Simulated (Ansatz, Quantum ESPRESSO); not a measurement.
# Evanescent states of LiF, rock salt type, lattice constant set to 4.07 Å, part 2 of 3

How good a tunnel barrier is LiF, rock salt type, lattice constant set to 4.07 Å?

Quantum ESPRESSO 7.5; plane-wave DFT, PBE, GBRV ultrasoft pseudopotentials; cross-check by Ansatz 0.2.0 with PAW datasets.

So far. Step 2 (Self-consistent run): The run needed 9 iterations to bring the estimated error under 1e-09 Ry.

The structure was built from a prototype and need not be the compound's stable phase.

### Step 3. Complex bands with pwcond.x

Level of this step: complex band structure by pwcond; plane-wave DFT, PBE, GBRV ultrasoft pseudopotentials (Quantum ESPRESSO).

ikind = 0 solves one period of the crystal for all kz, real and complex, at each energy and k across. ewind and epsproj trim the two-dimensional plane-wave basis; nz1 sets the subslabs.

cbs.in reads:

```
&inputcond
  outdir = './out'
  prefixl = 'scf'
  band_file = 'cbs'
  ikind = 0
  ewind = 4.0
  epsproj = 1e-05
  nz1 = 7
  energy0 = 8.96
  denergy = -0.28
/
4
  0.00000000 0.00000000 1.00000000
  0.50000000 0.00000000 1.00000000
  0.50000000 0.50000000 1.00000000
  0.25000000 0.00000000 1.00000000
40
```

Command:

```bash
> OMP_NUM_THREADS=1 mpirun -n 2 pwcond.x -in cbs.in > cbs.out
```

Output:

```text
[banner, memory and clock lines left out]
Program PWCOND v.7.5 starts

          URL

     ./out/scf.save/

     IMPORTANT: XC functional enforced from input :
     Exchange-correlation= PBE
                           (   1   4   3   4   0   0   0)
     Any further DFT definition will be discarded
     Please, verify this is what you really want

     Reading collected, re-writing distributed wavefunctions

===== INPUT FILE containing the left lead =====

     GEOMETRY:

     lattice parameter (alat)  =       5.4385  a.u.
     the volume                =     227.4835 (a.u.)^3
     the cross section         =      29.5772 (a.u.)^2
     l of the unit cell        =       1.4142 (alat)
     number of atoms/cell      =            4
     number of atomic types    =            2

     crystal axes: (cart. coord. in units of alat)
               a(1) = (  1.0000  0.0000  0.0000 )
               a(2) = (  0.0000  1.0000  0.0000 )
               a(3) = (  0.0000  0.0000  1.4142 )

   Cartesian axes

     site n.     atom                  positions (alat units)
          1        Li     tau(  1)=(  0.0000  0.0000  1.4142  )
          2        F      tau(  2)=(  0.5000  0.5000  1.4142  )
          3        Li     tau(  3)=(  0.5000  0.5000  0.7071  )
          4        F      tau(  4)=(  0.0000  0.0000  0.7071  )

     nr1s                      =           24
     nr2s                      =           24
     nr3s                      =           32
     nr1sx                     =           24
     nr2sx                     =           24
     nr3sx                     =           32
     nr1                       =           25
     nr2                       =           25
     nr3                       =           36
     nr1x                      =           25
     nr2x                      =           25
     nr3x                      =           36

 _______________________________
  Radii of nonlocal spheres:

     type       ibeta     ang. mom.          radius (alat units)
       Li         1         0                    0.3707
       Li         2         0                    0.3707
       Li         3         0                    0.3707
       Li         4         1                    0.3707
       Li         5         1                    0.3707
       F          1         0                    0.2596
       F          2         0                    0.2596
       F          3         1                    0.2596
       F          4         1                    0.2596
----- General information -----

----- Complex band structure calculation -----

     nrx                       =           24
     nry                       =           24
     nz1                       =            7

     energy0               =         9.0E+00
     denergy               =        -2.8E-01
     nenergy               =         40
     ecut2d                =         4.0E+01
     ewind                 =         4.0E+00
     epsproj               =         1.0E-05

     number of k_|| points=    4
                       cryst. coord.
        k(    1) = (   0.0000000   0.0000000), wk =   0.2500000
        k(    2) = (   0.5000000   0.0000000), wk =   0.2500000
        k(    3) = (   0.5000000   0.5000000), wk =   0.2500000
        k(    4) = (   0.2500000   0.0000000), wk =   0.2500000
----- Information about left lead -----

     nocros                   =           17
     noins                    =           17
     norb                     =           51
     norbf                    =           51
     nrz                      =           32

      iorb      type   ibeta   ang. mom.   m       position (alat)
        1        1       1        0        1   taunew(   1)=(  0.0000  0.0000  0.0000)
        2        1       2        0        1   taunew(   2)=(  0.0000  0.0000  0.0000)
        3        1       3        0        1   taunew(   3)=(  0.0000  0.0000  0.0000)
        4        1       4        1        1   taunew(   4)=(  0.0000  0.0000  0.0000)
        5        1       4        1        2   taunew(   5)=(  0.0000  0.0000  0.0000)
        6        1       4        1        3   taunew(   6)=(  0.0000  0.0000  0.0000)
        7        1       5        1        1   taunew(   7)=(  0.0000  0.0000  0.0000)
        8        1       5        1        2   taunew(   8)=(  0.0000  0.0000  0.0000)
        9        1       5        1        3   taunew(   9)=(  0.0000  0.0000  0.0000)
       10        2       1        0        1   taunew(  10)=(  0.5000  0.5000  0.0000)
       11        2       2        0        1   taunew(  11)=(  0.5000  0.5000  0.0000)
       12        2       3        1        1   taunew(  12)=(  0.5000  0.5000  0.0000)
       13        2       3        1        2   taunew(  13)=(  0.5000  0.5000  0.0000)
       14        2       3        1        3   taunew(  14)=(  0.5000  0.5000  0.0000)
       15        2       4        1        1   taunew(  15)=(  0.5000  0.5000  0.0000)
       16        2       4        1        2   taunew(  16)=(  0.5000  0.5000  0.0000)
       17        2       4        1        3   taunew(  17)=(  0.5000  0.5000  0.0000)
       18        1       1        0        1   taunew(  18)=(  0.5000  0.5000  0.7071)
       19        1       2        0        1   taunew(  19)=(  0.5000  0.5000  0.7071)
       20        1       3        0        1   taunew(  20)=(  0.5000  0.5000  0.7071)
       21        1       4        1        1   taunew(  21)=(  0.5000  0.5000  0.7071)
       22        1       4        1        2   taunew(  22)=(  0.5000  0.5000  0.7071)
       23        1       4        1        3   taunew(  23)=(  0.5000  0.5000  0.7071)
       24        1       5        1        1   taunew(  24)=(  0.5000  0.5000  0.7071)
       25        1       5        1        2   taunew(  25)=(  0.5000  0.5000  0.7071)
       26        1       5        1        3   taunew(  26)=(  0.5000  0.5000  0.7071)
       27        2       1        0        1   taunew(  27)=(  0.0000  0.0000  0.7071)
       28        2       2        0        1   taunew(  28)=(  0.0000  0.0000  0.7071)
       29        2       3        1        1   taunew(  29)=(  0.0000  0.0000  0.7071)
       30        2       3        1        2   taunew(  30)=(  0.0000  0.0000  0.7071)
       31        2       3        1        3   taunew(  31)=(  0.0000  0.0000  0.7071)
       32        2       4        1        1   taunew(  32)=(  0.0000  0.0000  0.7071)
       33        2       4        1        2   taunew(  33)=(  0.0000  0.0000  0.7071)
       34        2       4        1        3   taunew(  34)=(  0.0000  0.0000  0.7071)
       35        1       1        0        1   taunew(  35)=(  0.0000  0.0000  1.4142)
       36        1       2        0        1   taunew(  36)=(  0.0000  0.0000  1.4142)
       37        1       3        0        1   taunew(  37)=(  0.0000  0.0000  1.4142)
       38        1       4        1        1   taunew(  38)=(  0.0000  0.0000  1.4142)
       39        1       4        1        2   taunew(  39)=(  0.0000  0.0000  1.4142)
       40        1       4        1        3   taunew(  40)=(  0.0000  0.0000  1.4142)
       41        1       5        1        1   taunew(  41)=(  0.0000  0.0000  1.4142)
       42        1       5        1        2   taunew(  42)=(  0.0000  0.0000  1.4142)
       43        1       5        1        3   taunew(  43)=(  0.0000  0.0000  1.4142)
       44        2       1        0        1   taunew(  44)=(  0.5000  0.5000  1.4142)
       45        2       2        0        1   taunew(  45)=(  0.5000  0.5000  1.4142)
       46        2       3        1        1   taunew(  46)=(  0.5000  0.5000  1.4142)
       47        2       3        1        2   taunew(  47)=(  0.5000  0.5000  1.4142)
       48        2       3        1        3   taunew(  48)=(  0.5000  0.5000  1.4142)
       49        2       4        1        1   taunew(  49)=(  0.5000  0.5000  1.4142)
       50        2       4        1        2   taunew(  50)=(  0.5000  0.5000  1.4142)
       51        2       4        1        3   taunew(  51)=(  0.5000  0.5000  1.4142)
    k slab    z(k)  z(k+1)     crossing(iorb=1,norb)
    1   0.0000 0.0442 0.0442   111111111111111110000000000000000000000000000000000
    2   0.0442 0.0884 0.0442   111111111111111110000000000000000000000000000000000
    3   0.0884 0.1326 0.0442   111111111111111110000000000000000000000000000000000
    4   0.1326 0.1768 0.0442   111111111111111110000000000000000000000000000000000
    5   0.1768 0.2210 0.0442   111111111111111110000000000000000000000000000000000
    6   0.2210 0.2652 0.0442   111111111111111110000000000000000000000000000000000
    7   0.2652 0.3094 0.0442   111111111000000000000000000000000000000000000000000
    8   0.3094 0.3536 0.0442   111111111000000001111111110000000000000000000000000
    9   0.3536 0.3977 0.0442   111111111000000001111111110000000000000000000000000
   10   0.3977 0.4419 0.0442   000000000000000001111111110000000000000000000000000
   11   0.4419 0.4861 0.0442   000000000000000001111111111111111100000000000000000
   12   0.4861 0.5303 0.0442   000000000000000001111111111111111100000000000000000
   13   0.5303 0.5745 0.0442   000000000000000001111111111111111100000000000000000
   14   0.5745 0.6187 0.0442   000000000000000001111111111111111100000000000000000
   15   0.6187 0.6629 0.0442   000000000000000001111111111111111100000000000000000
   16   0.6629 0.7071 0.0442   000000000000000001111111111111111100000000000000000
   17   0.7071 0.7513 0.0442   000000000000000001111111111111111100000000000000000
   18   0.7513 0.7955 0.0442   000000000000000001111111111111111100000000000000000
   19   0.7955 0.8397 0.0442   000000000000000001111111111111111100000000000000000
   20   0.8397 0.8839 0.0442   000000000000000001111111111111111100000000000000000
   21   0.8839 0.9281 0.0442   000000000000000001111111111111111100000000000000000
   22   0.9281 0.9723 0.0442   000000000000000001111111111111111100000000000000000
   23   0.9723 1.0165 0.0442   000000000000000001111111110000000000000000000000000
   24   1.0165 1.0607 0.0442   000000000000000001111111110000000011111111100000000
   25   1.0607 1.1049 0.0442   000000000000000001111111110000000011111111100000000
   26   1.1049 1.1490 0.0442   000000000000000000000000000000000011111111100000000
   27   1.1490 1.1932 0.0442   000000000000000000000000000000000011111111111111111
   28   1.1932 1.2374 0.0442   000000000000000000000000000000000011111111111111111
   29   1.2374 1.2816 0.0442   000000000000000000000000000000000011111111111111111
   30   1.2816 1.3258 0.0442   000000000000000000000000000000000011111111111111111
   31   1.3258 1.3700 0.0442   000000000000000000000000000000000011111111111111111
   32   1.3700 1.4142 0.0442   000000000000000000000000000000000011111111111111111
 ngper, shell number =           97          16
 ngper, n2d =           97          55
---  E-Ef =    8.9600000  k =    0.0000000   0.0000000
---  ie =          1  ik =          1
 Nchannels of the left tip =            1
 Right moving states:
   k1(2pi/a)   k2(2pi/a)   E-Ef (eV)
   0.1260649   0.0000000   8.9600000
 Left moving states:
   k1(2pi/a)   k2(2pi/a)   E-Ef (eV)
  -0.1260646   0.0000000   8.9600000

---  E-Ef =    8.6800000  k =    0.0000000   0.0000000
---  ie =          2  ik =          1
 Nchannels of the left tip =            0
 Right moving states:
   k1(2pi/a)   k2(2pi/a)   E-Ef (eV)
 Left moving states:
   k1(2pi/a)   k2(2pi/a)   E-Ef (eV)
[... further energies and points left out ...]
---  E-Ef =   -1.6800000  k =    0.2500000   0.0000000
---  ie =         39  ik =          4
 Nchannels of the left tip =            1
 Right moving states:
   k1(2pi/a)   k2(2pi/a)   E-Ef (eV)
  -0.3986529   0.0000000  -1.6800000
 Left moving states:
   k1(2pi/a)   k2(2pi/a)   E-Ef (eV)
   0.3986530   0.0000000  -1.6800000

---  E-Ef =   -1.9600000  k =    0.2500000   0.0000000
---  ie =         40  ik =          4
 Nchannels of the left tip =            1
 Right moving states:
   k1(2pi/a)   k2(2pi/a)   E-Ef (eV)
   0.4667535  -0.0000000  -1.9600000
 Left moving states:
   k1(2pi/a)   k2(2pi/a)   E-Ef (eV)
  -0.4667534  -0.0000000  -1.9600000

Note: The following floating-point exceptions are signalling: IEEE_UNDERFLOW_FLAG
Note: The following floating-point exceptions are signalling: IEEE_UNDERFLOW_FLAG
```

The job ended after 25 s (2 MPI ranks of Arm Neoverse V1, shared host; peak memory 0.09 GiB; 50 s of CPU time).

Read from the output:

| Quantity | Value |
| --- | --- |
| peak of the smallest κ at the zone centre | 0.882 Å⁻¹ |
| energy of the peak at the zone centre | 3.64 eV |

K across = (0, 0) in the cell's reciprocal vectors; values within 0.0025 1/Å of each other count once, columns are sorted by size at each energy, a dash where no further value was kept. The Im kz of the slowest decaying states by energy, zero at the highest filled level of the SCF mesh:

```csv
energy (eV),decay 1 (Å⁻¹),decay 2 (Å⁻¹),decay 3 (Å⁻¹)
-1.96,0.916,1.48,2.11
-1.68,0.799,1.47,2.08
-1.40,0.646,1.46,2.06
-1.12,0.409,1.45,2.03
-0.84,1.44,2.00,2.13
-0.56,1.43,1.97,2.11
-0.28,1.42,1.94,2.09
0.00,0.034,1.42,1.90
0.28,0.315,0.499,1.41
0.56,0.44,0.678,1.41
1.12,0.607,0.899,1.42
1.40,0.669,0.979,1.44
1.68,0.722,1.05,1.49
1.96,0.767,1.11,1.52
2.24,0.805,1.16,1.50
2.52,0.835,1.21,1.48
2.80,0.857,1.25,1.47
3.08,0.872,1.30,1.45
3.36,0.88,1.34,1.44
3.64,0.882,1.39,1.43
3.92,0.878,1.43,1.43
4.20,0.87,1.42,1.48
4.48,0.858,1.41,1.55
4.76,0.842,1.40,1.65
5.04,0.823,1.40,1.65
5.32,0.801,1.39,1.64
5.60,0.776,1.39,1.64
5.88,0.749,1.38,1.63
6.44,0.685,1.37,1.62
6.72,0.648,1.36,1.59
7.00,0.608,1.35,1.57
7.28,0.563,1.35,1.55
7.56,0.512,1.34,1.52
7.84,0.453,1.33,1.50
8.12,0.384,1.32,1.48
8.40,0.295,1.32,1.45
8.68,0.16,1.31,1.42
8.96,1.3,1.40,1.55
```

K across = (0, 0) in the cell's reciprocal vectors. Re kz of states that move upwards against energy, zero at the highest filled level of the SCF mesh:

```csv
energy (eV),channel 1 (Å⁻¹),channel 2 (Å⁻¹),channel 3 (Å⁻¹)
-1.96,0.570,-,-
-1.40,0.764,-,-
-0.84,-0.580,0.350,0.352
-0.28,-0.555,-0.554,-0.324
0.00,-0.0120,-0.00709,-
0.56,-,-,-
1.12,-,-,-
1.68,-,-,-
2.24,-,-,-
2.80,-,-,-
3.36,-,-,-
3.64,-,-,-
4.20,-,-,-
4.76,-,-,-
5.32,-,-,-
5.88,-,-,-
6.44,-,-,-
7.00,-,-,-
7.28,-,-,-
7.84,-,-,-
8.40,-,-,-
8.96,0.195,-,-
```

K across = (1/2, 0) in the cell's reciprocal vectors; values within 0.0025 1/Å of each other count once, columns are sorted by size at each energy, a dash where no further value was kept. Table of Im kz of the slowest decaying states by energy, zero at the highest filled level of the SCF mesh:

```csv
energy (eV),decay 1 (Å⁻¹),decay 2 (Å⁻¹),decay 3 (Å⁻¹)
-1.96,1.56,1.58,2.97
-1.40,0.106,1.46,1.57
-0.84,1.27,1.57,2.92
-0.28,0.644,1.57,2.89
0.00,0.25,0.981,1.57
0.56,0.44,1.26,1.56
1.12,0.541,1.36,1.55
1.68,0.607,1.42,1.54
2.24,0.653,1.45,1.53
2.80,0.684,1.47,1.51
3.36,0.706,1.48,1.50
3.64,0.713,1.49,1.49
4.20,0.722,1.47,1.49
4.76,0.725,1.45,1.49
5.32,0.722,1.43,1.48
5.88,0.712,1.41,1.47
6.44,0.696,1.39,1.46
7.00,0.674,1.36,1.44
7.28,0.66,1.35,1.44
7.84,0.626,1.33,1.42
8.40,0.581,1.30,1.40
8.96,0.523,1.28,1.37
```

K across = (1/2, 1/2) in the cell's reciprocal vectors; values within 0.0025 1/Å of each other count once, columns are sorted by size at each energy, a dash where no further value was kept. The Im kz of the slowest decaying states by energy, zero at the highest filled level of the SCF mesh:

```csv
energy (eV),decay 1 (Å⁻¹),decay 2 (Å⁻¹),decay 3 (Å⁻¹)
-1.96,0.8,2.61,2.90
-1.40,0.613,2.57,2.88
-0.84,0.219,2.54,2.85
-0.28,0.504,0.606,2.50
0.00,0.585,0.697,2.48
0.56,0.703,0.807,2.44
1.12,0.789,0.875,2.40
1.68,0.855,0.922,2.36
2.24,0.909,0.956,2.31
2.80,0.953,0.981,2.27
3.36,0.99,1,2.22
3.64,1.01,2.20,2.59
4.20,1.02,1.04,2.15
4.76,1.03,1.06,2.09
5.32,1.03,1.09,2.03
5.88,1.03,1.12,1.97
6.44,1.03,1.14,1.90
7.00,1.03,1.17,1.83
7.28,1.03,1.19,1.78
7.84,1.02,1.23,1.69
8.40,1.02,1.31,1.55
8.96,1.01,1.40,2.23
```

K across = (1/4, 0) in the cell's reciprocal vectors; values within 0.0025 1/Å of each other count once, columns are sorted by size at each energy, a dash where no further value was kept. Im kz of the slowest decaying states against energy, zero at the highest filled level of the SCF mesh:

```csv
energy (eV),decay 1 (Å⁻¹),decay 2 (Å⁻¹),decay 3 (Å⁻¹)
-1.96,0.372,1.09,1.62
-1.68,0.245,0.992,1.61
-1.12,0.702,1.61,2.05
-0.84,0.06,0.426,1.60
-0.56,0.166,1.60,1.99
0.00,0.14,0.207,1.60
0.28,0.372,0.614,1.59
0.56,0.467,0.826,1.59
1.12,0.587,1.10,1.58
1.40,0.629,1.22,1.58
1.68,0.663,1.35,1.57
2.24,0.716,1.52,1.56
2.52,0.736,1.53,1.56
2.80,0.752,1.54,1.55
3.36,0.778,1.53,1.55
3.64,0.788,1.53,1.55
4.20,0.801,1.51,1.55
4.48,0.805,1.50,1.55
4.76,0.808,1.49,1.55
5.32,0.808,1.47,1.55
5.60,0.806,1.47,1.54
5.88,0.803,1.45,1.54
6.44,0.792,1.43,1.52
6.72,0.784,1.42,1.52
7.00,0.775,1.41,1.51
7.56,0.75,1.39,1.50
7.84,0.734,1.38,1.49
8.12,0.715,1.37,1.48
8.68,0.667,1.34,1.46
8.96,0.635,1.33,1.45
```

(Part 2 of 3 ends here.)

[Logs are printed without paths, hosts, clocks, repeated set-up lines and the standing remarks that a program may print on its own settings, such as how far it seeks lower states.]

[Hosts, paths, dates, database ids (printed as entryN), source tags and the programs' standing remarks are cut or masked in the printed files.]

[Maps of the electrostatic potential energy from Ansatz leave out the sawtooth potential of an applied field or a dipole correction, so their vacuum need not be flat; planar profiles and work functions include it.]
